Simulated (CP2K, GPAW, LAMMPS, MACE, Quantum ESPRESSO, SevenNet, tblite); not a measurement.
## Finding the fault: Quantum ESPRESSO, amorphous Ge (66 atoms)

Program: Quantum ESPRESSO 7.5, a calculation on a cell of 66 Ge, 23.2 Å³ an atom.

Contents of pw.in:

```
&control
  calculation = 'scf'
  pseudo_dir = './pseudo'
  outdir = './tmp'
  disk_io = 'none'
  tprnfor = .true.
  tstress = .true.
/
&system
  ibrav = 0
  nat = 66
  ntyp = 1
  ecutwfc = 45
  ecutrho = 360
  nosym = .true.
  occupations = 'smearing'
  smearing = 'fd'
  degauss = 0.003675
/
&electrons
  conv_thr = 3.3e-07
  electron_maxstep = 2
  mixing_beta = 0.2
  mixing_mode = 'local-TF'
  diagonalization = 'david'
/
ATOMIC_SPECIES
Ge 72.630 Ge.upf
CELL_PARAMETERS angstrom
11.53150 0.00000 0.00000
0.00000 11.53150 0.00000
0.00000 0.00000 11.53150
ATOMIC_POSITIONS crystal
Ge 0.06032 0.43496 0.61395
Ge 0.96997 0.62348 0.64661
Ge 0.00339 0.04159 0.89803
Ge 0.22273 0.39204 0.37434
Ge 0.18792 0.90764 0.96133
Ge 0.60648 0.19008 0.91224
Ge 0.71076 0.48723 0.85549
Ge 0.30773 0.18280 0.36654
Ge 0.36917 0.98789 0.05263
Ge 0.03840 0.99466 0.22054
[... 52 atom lines left out ...]
Ge 0.21781 0.47629 0.04328
Ge 0.62706 0.86338 0.31747
Ge 0.09796 0.09685 0.71398
Ge 0.55863 0.56870 0.98967
K_POINTS gamma
```

Command:

```sh
> OMP_NUM_THREADS=1 pw.x -in pw.in > output.txt
```

The log of the run:

```text
Program PWSCF
     gamma-point specific algorithms are used
     sticks:   dense  smooth     PW     G-vecs:    dense   smooth      PW
     Sum       13621    6809   1701              1193703   421997   52635
     bravais-lattice index     =            0
     lattice parameter (alat)  =      21.7914  a.u.
     unit-cell volume          =   10347.9426 (a.u.)^3
     number of atoms/cell      =           66
     number of atomic types    =            1
     number of electrons       =       924.00
     number of Kohn-Sham states=          554
     kinetic-energy cutoff     =      45.0000  Ry
     charge density cutoff     =     360.0000  Ry
     scf convergence threshold =      3.3E-07
     mixing beta               =       0.2000
     number of iterations used =            8  local-TF  mixing
     Exchange-correlation=  SLA  PW   PBX  PBC
                           (   1   4   3   4   0   0   0)
     crystal axes: (cart. coord. in units of alat)
               a(1) = (   1.000000   0.000000   0.000000 )
               a(2) = (   0.000000   1.000000   0.000000 )
               a(3) = (   0.000000   0.000000   1.000000 )
     reciprocal axes: (cart. coord. in units 2 pi/alat)
               b(1) = (  1.000000  0.000000  0.000000 )
               b(2) = (  0.000000  1.000000  0.000000 )
               b(3) = (  0.000000  0.000000  1.000000 )
     PseudoPot. # 1 for Ge:
     Pseudo is Ultrasoft + core correction, Zval = 14.0
     atomic species   valence    mass     pseudopotential
     Ge               14.00    72.63000     Ge( 1.00)
     No symmetry found
   Cartesian axes
     number of k points=     1  Fermi-Dirac smearing, width (Ry)=  0.0037
                       cart. coord. in units 2pi/alat
        k(    1) = (   0.0000000   0.0000000   0.0000000), wk =   2.0000000
     Dense  grid:   596852 G-vectors     FFT dimensions: ( 135, 135, 135)
     Smooth grid:   210999 G-vectors     FFT dimensions: (  96,  96,  96)
     Initial potential from superposition of free atoms
     starting charge     923.9423, renormalised to     924.0000
     Starting wfcs are  594 randomized atomic wfcs
     Self-consistent Calculation
     iteration #  1     ecut=    45.00 Ry     beta= 0.20
     Threshold (ethr) on eigenvalues was too large:
     Diagonalizing with lowered threshold
     total energy              =  -14100.00801098 Ry
     estimated scf accuracy    <       1.21682869 Ry
     iteration #  2     ecut=    45.00 Ry     beta= 0.20
     total energy              =  -14099.77698820 Ry
     estimated scf accuracy    <       0.91819504 Ry
     End of self-consistent calculation
     convergence NOT achieved after   2 iterations: stopping
     Message from routine punch:
     Nothing written, as per user request (disk_io='none')
```

The job ended after 3.6 min (1 thread of Arm Neoverse V1, shared host; peak memory 3.2 GiB).

Banners, paths, timers and routine set-up lines are dropped from the logs unmarked, and long logs keep their key lines alone; longer cuts are marked.

Why should this run not be trusted?

Too few SCF iterations: iteration limit 2.

The run ended unconverged.

[Also dropped from logs without a mark: logging warnings of Python, and SIESTA's first energy breakdown and zero terms.]

[Logs are printed without paths, hosts, clocks, repeated set-up lines and the standing remarks that a program may print on its own settings, such as how far it seeks lower states.]

[Hosts, paths, dates, database ids (printed as entryN), source tags and the programs' standing remarks are cut or masked in the printed files.]
